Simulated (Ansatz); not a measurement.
# Leakage through LiH between Al(100) and Al(100): one more thickness

The current through thinner LiH barriers is known. What leaks through 5 layers at 0.25 V?

How it was computed: Ansatz 0.2.0, plane waves with PAW datasets, PBE; a slab with two metal leads whose outer parts are reservoirs, with density and current solved under bias (Landauer, 300 K). The LiH is strained to the lead's lattice, the interfaces are relaxed in a short slab (PBE+D3(BJ)), and bulk layers are laid on.

The runs, with one result withheld:

```tsv
layers of LiH	cell length (Å)	drop between the leads' cuts at 0.25 V (V)	current density at 0.25 V (A/m²)
1	64.77	0.140	1.40×10¹⁴
2	67.24	0.220	2.38×10¹³
3	69.15	0.238	9.88×10¹²
4	71.08	0.245	4.13×10¹²
5	72.99	0.247	?
```

**Fit on the rows shown.**

Deep in a barrier the current should fall by a fixed factor for each layer; the steps shown give 5.9, 2.4 and 2.4 per layer. A straight line through ln J for 2, 3 and 4 layers has the slope −0.8750 per layer, a factor of 2.4; with about 1.92 Å per layer that is β = 0.46 Å⁻¹. Then J = exp(32.549 − 0.8750 × 5). Predicted: 1.72×10¹² A/m².

Check against the run:

1.84×10¹² A/m², so the prediction is 6.7 % too low. From 4 to 5 layers the current falls by 2.2 per layer, against the fitted 2.4.

Caveats: On every other k-point the currents of these runs, at any bias, move by up to 13 %. A semilocal functional makes the barrier's gap too small; each thickness has its own relaxed interfaces.

[Logs are printed without paths, hosts, clocks, repeated set-up lines and the standing remarks that a program may print on its own settings, such as how far it seeks lower states.]
